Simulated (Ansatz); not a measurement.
# Be3N2 (R3m): phonons and vibrational spectra, part 2 of 3

Aim: the vibrations of Be3N2 (R3m), their spectra, and whether the structure is stable.

Ansatz 0.2.0; DFT PBEsol, scalar-relativistic, plane waves, PAW.

So far. Step 3 (Tight relaxation): The largest force component left is 0.82 meV/Å and the pressure is -0.002 GPa, within the tolerances set. The cell now holds 6.76 Å³/atom. The relaxed cell has a = 2.835, c = 14.557 Å (conventional setting).

**4. Modes at Γ**

The zone centre comes first: it holds the modes that light can see, as far as symmetry allows. The response to a homogeneous field gives the Born charges and the dielectric tensor, and its change with displacement the Raman tensors.

input.yaml

```yaml
crystal:
  lattice:
    - [1.4175458655, 0.818420487, 4.8523276414]
    - [-1.4175458655, 0.818420487, 4.8523276414]
    - [0.0, -1.6368409741, 4.8523276414]
  atoms:
    - { symbol: Be, position: [0.8589138257, 0.8589138257, 0.8589138257] }
    - { symbol: Be, position: [0.3176457751, 0.3176457751, 0.3176457751] }
    - { symbol: Be, position: [0.0888920371, 0.0888920371, 0.0888920371] }
    - { symbol: "N", position: [0.2041814104, 0.2041814104, 0.2041814104] }
    - { symbol: "N", position: [0.7084669516, 0.7084669516, 0.7084669516] }
kpoints:
  mp_grid: { grid: [9, 9, 9] }
hamiltonian:
  xc: pbesol
scf:
  occupations: { method: fixed }
output:
  eigenvalues: true
phonons:
  method: dfpt
  dielectric: true
  rigid_motions: translations
  raman: true
```

Started as:

```bash
> ansatz run input.yaml --threads 4 --pin off --max-ram 7168MiB --backend cpu --events-out ev --progress --plain --runs-dir out
```

Numbers of over 12 decimals in the logs are rounded to 6 here.

The log of the run:

```text
[...]
Crystal: 5 atoms, lattice volume = 33.777 Å³
Basis set: ecut = 420 eV, 671 PW (Γ), exchange–correlation on 72×72×72 points (8 copies of the dense FFT grid, shifted against one another)
Bands: 13, of which v1, the nominal top of the filled ones, is band 8 counted from 1 (7 counted from 0)
Symmetry: 6 space group operations
k-points: 205 of 729 (irreducible under 2 space group operations, time reversal used)
[...]
SCF iter   1: F=—  HF=-1033.519190 eV  |F-HF|=—  |Δ(HF+E_count)|=         —  Δρ=9.05e-3  dr2=2.66e-2  ethr=1.77e-3  ⟨swp⟩=5.2  Hψ=14584  notcnv=0  defer=603
[...]
SCF iter   8: F=-1033.511180 eV  HF=-1033.511180 eV  |F-HF|=8.64e-12  |Δ(HF+E_count)|=   2.77e-9  Δρ=5.64e-7  dr2=7.16e-11  ethr=1.00e-12  ⟨swp⟩=9.5  Hψ=17201  notcnv=0
SCF 1 converged in 8 iterations: F = -1033.511180 eV  dr2 = 7.16e-11
[...]
NSCF: frozen V_eff on 10 k-points
DFPT response loops at Γ: preconditioner auto → none (the input reference at scf.mixing.eps_inf says where Resta's filter doesn't serve); β = 0.50; Broyden in place of MSR1
── the response to a field inside a basis, on 12×12×12 k-points: an SCF that follows is theirs, and a resumed run solves both again ──
Bands: 9, of which v1, the nominal top of the filled ones, is band 8 counted from 1 (7 counted from 0)
k-points: 182 of 1728 (time reversal used)
[...]
Eigensolver: Dense (182 Hₖ)
SCF iter   1: F=—  HF=-1033.513823 eV  |F-HF|=—  |Δ(HF+E_count)|=         —  Δρ=4.25e-4  dr2=8.88e-6  ethr=1.00e-1
[...]
SCF iter   7: F=-1033.513831 eV  HF=-1033.513831 eV  |F-HF|=7.28e-12  |Δ(HF+E_count)|=  3.09e-11  Δρ=1.65e-7  dr2=1.12e-11  ethr=1.00e-12
SCF 1 converged in 7 iterations: F = -1033.513831 eV  dr2 = 1.12e-11
DFPT response loops at Γ: preconditioner auto → Resta (q_TF=auto, 2.409 Å⁻¹)  ε∞=4.7 (no band partly filled); β = 1.00, the filter's whole step (`scf.mixing.beta` (0.50) is not read by the response loops at its default; to damp them type it under 1.00, their step now; it binds the ground state too); Broyden in place of MSR1
[...]
SCF converged after 8 iterations
Free energy (F): -1033.511180 eV
[...]
Internal energy: -1033.511180 eV  (E = F + TS)
E sigma→0 (E₀):  -1033.511180 eV
Fermi energy:    7.984461 eV
[...]
--- Band table (eV; the first three rows and the last of 205) ---
  k-point 0: bands = [... 4 lower, 6.7796, 7.5318, 7.9845, 7.9845, 13.9973, 15.7797, 16.2774, 16.2774, ... 1 higher]
  k-point 1: bands = [... 4 lower, 6.5048, 7.1556, 7.4564, 7.6635, 14.4702, 15.8099, 16.5010, 16.8533, ... 1 higher]
  k-point 2: bands = [... 4 lower, 5.5339, 5.9018, 6.9663, 7.0680, 14.8310, 15.3723, 17.4599, 18.1083, ... 1 higher]
  k-point 204: bands = [... 4 lower, 6.0872, 6.5607, 7.3039, 7.5437, 15.0560, 16.4095, 17.2409, 17.6451, ... 1 higher]
--- Phonons (Γ-DFPT): 10 representative perturbations + reference, on 205 of 729 k-points (Σ response iterations 30) ---
  k mesh reduced under 2 symmetry operations, with k and −k counted as one. Each operation leaves every solved perturbation unchanged. A smaller set is not considered because the run solves the response to a homogeneous field
  ASR residual: 3.354e-4 → 0.000e0 eV/Å²; symmetrization residual: 6.329e-5 eV/Å²
  ASR residual per site (eV/Å²): 1.81e-4 3.35e-4 3.08e-4 1.00e-4 1.60e-4
  Γ frequencies (cm⁻¹): 0.00 0.00 0.00 354.75 354.75 401.65 471.33 471.33 595.53 595.53 705.13 840.65 927.94 938.17 938.17
  ε∞ (high-frequency dielectric tensor):
        4.625248     0.000000     0.000000
        0.000000     4.625248    -0.000000
        0.000000    -0.000000     5.150614
  ε⁰ (static dielectric tensor: ions relaxed, cell fixed):
       12.236743     0.000000    -0.000000
        0.000000    12.236743    -0.000000
       -0.000000    -0.000000    14.951784
  ε⁰ − ε∞ (ionic part):
        7.611494     0.000000    -0.000000
        0.000000     7.611494    -0.000000
       -0.000000    -0.000000     9.801171
  softest optical mode at Γ: 354.75 cm⁻¹; the repairs (sum rule, projections) moved no ω² at Γ by more than (6.23 cm⁻¹)²
  Born effective charges Z* (e; rows j = field, columns β = displacement):
    site 0:
         1.65649    0.00000    0.00000
         0.00000    1.65649    0.00000
         0.00000    0.00000    1.58017
    site 1:
         1.70514    0.00000    0.00000
         0.00000    1.70514   -0.00000
         0.00000   -0.00000    2.17073
    site 2:
         1.67217    0.00000    0.00000
         0.00000    1.67217    0.00000
         0.00000    0.00000    1.61930
    site 3:
        -2.14342   -0.00000   -0.00000
        -0.00000   -2.14342    0.00000
        -0.00000    0.00000   -2.92624
    site 4:
        -2.89037   -0.00000   -0.00000
        -0.00000   -2.89037   -0.00000
        -0.00000   -0.00000   -2.44396
  Z* charge neutrality: 2.387e-3 e pre-enforcement
  solved inside a basis spanned on kpoints, on 12×12×12 k-points: ε∞ is read to err by 1.5e-2, Z* by 1.1e-2 e (field_mesh: kpoints solves on kpoints); Z* is corrected for what the basis lacks
  Raman tensors (in the event stream and the table raman_tensors.tsv): an entry may err by 1.5e-2 Å², one of the second-order susceptibility by 2.3e-2 pm/V (basis, points and sum rule); their sum over the sites missed zero by 6.298e-5 Å² ahead of its enforcement
  optical modes at Γ without the LO–TO term, one row a degenerate level:
      ω (cm⁻¹)  modes    IR ((D/Å)²/amu)  static Raman (Å⁴/amu)  depolarisation
        354.75      2             0.1544                12.3989           0.750
        401.65      1            16.7002                16.2637           0.105
        471.33      2            26.9318                 4.4436           0.750
        595.53      2            30.7627                 5.2944           0.750
        705.13      1            10.1463                12.7499           0.062
        840.65      1            21.4142                 8.3275           0.073
        927.94      1             0.8484                31.4383           0.153
        938.17      2            28.0568                 2.7689           0.750
  optical modes at Γ + LO–TO along q̂ = [1.0000, 0.0000, 0.0000]:
      ω (cm⁻¹)  modes    IR ((D/Å)²/amu)  static Raman (Å⁴/amu)  depolarisation
        354.75      1             0.0772                 6.1995           0.750
        355.12      1             0.0046                 6.1151           0.750
        401.65      1            16.7002                16.2637           0.105
        471.33      1            13.4659                 2.2218           0.750
        520.10      1             0.6729                 5.0317           0.750
        595.53      1            15.3813                 2.6472           0.750
        705.13      1            10.1463                12.7499           0.062
        746.06      1             8.4902                 0.0644           0.750
        840.65      1            21.4142                 8.3275           0.073
        927.94      1             0.8484                31.4383           0.153
        938.17      1            14.0284                 1.3845           0.750
       1102.73      1            33.7852                 0.9387           0.750
  optical modes at Γ + LO–TO along q̂ = [0.0000, 1.0000, 0.0000]:
      ω (cm⁻¹)  modes    IR ((D/Å)²/amu)  static Raman (Å⁴/amu)  depolarisation
        354.75      1             0.0772                 6.1995           0.750
        355.12      1             0.0046                 6.1151           0.750
        401.65      1            16.7002                16.2637           0.105
        471.33      1            13.4659                 2.2218           0.750
        520.10      1             0.6729                 5.0317           0.750
        595.53      1            15.3813                 2.6472           0.750
        705.13      1            10.1463                12.7499           0.062
        746.06      1             8.4902                 0.0644           0.750
        840.65      1            21.4142                 8.3275           0.073
        927.94      1             0.8484                31.4383           0.153
        938.17      1            14.0284                 1.3845           0.750
       1102.73      1            33.7852                 0.9387           0.750
  optical modes at Γ + LO–TO along q̂ = [0.0000, 0.0000, 1.0000]:
      ω (cm⁻¹)  modes    IR ((D/Å)²/amu)  static Raman (Å⁴/amu)  depolarisation
        354.75      2             0.1544                12.3989           0.750
        471.33      2            26.9318                 4.4436           0.750
        507.76      1             3.1999                21.6784           0.131
        595.53      2            30.7627                 5.2944           0.750
        743.77      1             1.5606                11.2952           0.035
        924.01      1             0.3886                38.1120           0.153
        938.17      2            28.0568                 2.7689           0.750
       1078.68      1            43.9600                 5.6037           0.356
```

Elapsed: 2.2 min, on 4 threads of Arm Neoverse V2, shared host; peak memory 1.3 GiB; 8.8 min of CPU time.

Reading the cycles: dr2 is the Hartree energy of the density residual (eV), the measure of convergence; HF is the Harris–Foulkes estimate of the energy, which meets the free energy F at convergence.

Numbers from this step:

* sum-rule residual before enforcement: 3.35e-4 eV/Å²
* miss of the charge sum rule: 0.002387 e
* estimated error of the dielectric tensor: 0.01499
* estimated error of the Born charges: 0.01077 e
* point group: 3m
* highest optical mode at the zone centre (no LO-TO term): 938.2 cm⁻¹
* lowest optical zone-centre mode: 354.8 cm⁻¹
* mean high-frequency dielectric constant: 4.800
* largest Born charge (third of the trace): -2.742 e
* mean static dielectric constant: 13.14
* top of the zone-centre spectrum with the field: 1103 cm⁻¹

Without the LO-TO term. Patterns of degenerate modes are one choice out of their space. The modes at Γ (shares of kinetic energy by element, %):

| mode | frequency (cm⁻¹) | symmetry | Be % | N % |
| --- | --- | --- | --- | --- |
| 1 | 0.0 | acoustic | 49 | 51 |
| 2 | 0.0 | acoustic | 49 | 51 |
| 3 | 0.0 | acoustic | 49 | 51 |
| 4 | 354.8 | E | 41 | 59 |
| 5 | 354.8 | E | 41 | 59 |
| 6 | 401.6 | A1 | 61 | 39 |
| 7 | 471.3 | E | 72 | 28 |
| 8 | 471.3 | E | 72 | 28 |
| 9 | 595.5 | E | 76 | 24 |
| 10 | 595.5 | E | 76 | 24 |
| 11 | 705.1 | A1 | 69 | 31 |
| 12 | 840.6 | A1 | 22 | 78 |
| 13 | 927.9 | A1 | 99 | 1 |
| 14 | 938.2 | E | 62 | 38 |
| 15 | 938.2 | E | 62 | 38 |

Displacements in mode 4 (354.8 cm⁻¹), the largest set to 1:
```
Be1  0.97  0.15  0.00
Be2 -0.79 -0.12  0.00
Be3 -0.48 -0.08  0.00
N4   1.00  0.16  0.00
N5  -0.81 -0.13  0.00
```

Displacements in mode 15 (938.2 cm⁻¹), the largest set to 1:
```
Be1  1.00  0.00  0.00
Be2  0.00  0.00  0.00
Be3 -0.02  0.00  0.00
N4  -0.63  0.00  0.00
N5   0.00  0.00  0.00
```

Optical modes at the zone centre, without and with the macroscopic field of the longitudinal modes; each column is sorted by frequency, so a row need not hold one and the same mode. Modes with and without the field, by row:

| rank among optical modes | no field (cm⁻¹) | q along (1, 0, 0) (cm⁻¹) | q along (0, 0, 1) (cm⁻¹) |
| --- | --- | --- | --- |
| 1 | 354.8 | 354.8 | 354.8 |
| 2 | 354.8 | 355.1 | 354.8 |
| 3 | 401.6 | 401.6 | 471.3 |
| 4 | 471.3 | 471.3 | 471.3 |
| 5 | 471.3 | 520.1 | 507.8 |
| 6 | 595.5 | 595.5 | 595.5 |
| 7 | 595.5 | 705.1 | 595.5 |
| 8 | 705.1 | 746.1 | 743.8 |
| 9 | 840.6 | 840.6 | 924 |
| 10 | 927.9 | 927.9 | 938.2 |
| 11 | 938.2 | 938.2 | 938.2 |
| 12 | 938.2 | 1103 | 1079 |

Born charge (rows field, columns displacement) (e), principal values of the symmetric part by kind of site:

| atom | atoms with these values | low | middle | high | mean |
| --- | --- | --- | --- | --- | --- |
| Be1 | 1 | 1.58 | 1.66 | 1.66 | 1.63 |
| Be2 | 1 | 1.71 | 1.71 | 2.17 | 1.86 |
| Be3 | 1 | 1.62 | 1.67 | 1.67 | 1.65 |
| N4 | 1 | -2.93 | -2.14 | -2.14 | -2.40 |
| N5 | 1 | -2.89 | -2.89 | -2.44 | -2.74 |

In full for Be2:

```
1.71 0.00 0.00
0.00 1.71 0.00
0.00 0.00 2.17
```

High-frequency dielectric tensor:

```
4.63 0.00 0.00
0.00 4.63 0.00
0.00 0.00 5.15
```

Static dielectric tensor (ions relaxed, fixed cell):

```
12.24  0.00  0.00
 0.00 12.24  0.00
 0.00  0.00 14.95
```

Transverse modes. Lines of the infrared spectrum (strongest = 100):

| position (cm⁻¹) | label | relative intensity |
| --- | --- | --- |
| 355 | E | 0.5 |
| 402 | A1 | 54 |
| 471 | E | 88 |
| 596 | E | 100 |
| 705 | A1 | 33 |
| 841 | A1 | 70 |
| 928 | A1 | 2.8 |
| 938 | E | 91 |

Activity x (w_L - w)^4 (n + 1)/w, 532 nm, 300 K; modes without the macroscopic field alone. Raman lines, with heights relative to the strongest:

| position (cm⁻¹) | label | relative intensity |
| --- | --- | --- |
| 355 | E | 91 |
| 402 | A1 | 100 |
| 471 | E | 22 |
| 596 | E | 19 |
| 705 | A1 | 37 |
| 841 | A1 | 19 |
| 928 | A1 | 64 |
| 938 | E | 5.6 |

Static second-order susceptibility (pm/V), twice the coefficient d of second-harmonic generation. Second order susceptibility, by row:

| field along | xx | yy | zz | yz | xz | xy |
| --- | --- | --- | --- | --- | --- | --- |
| x | 0 | 0 | 0 | 0 | 1.48 | -0.08 |
| y | -0.08 | 0.08 | 0 | 1.48 | 0 | 0 |
| z | 1.48 | 1.48 | -6.18 | 0 | 0 | 0 |

Before it was imposed, the acoustic sum rule was missed by 3.4e-4 eV/Å² and the charge sum rule by 0.0024 e. Small misses are needed for a sound result but don't prove that mesh and cutoff are converged. The lowest optical mode is real, 355 cm⁻¹.

(Part 2 of 3 ends here.)

[Logs are printed without paths, hosts, clocks, repeated set-up lines and the standing remarks that a program may print on its own settings, such as how far it seeks lower states.]

[Hosts, paths, dates, database ids (printed as entryN), source tags and the programs' standing remarks are cut or masked in the printed files.]
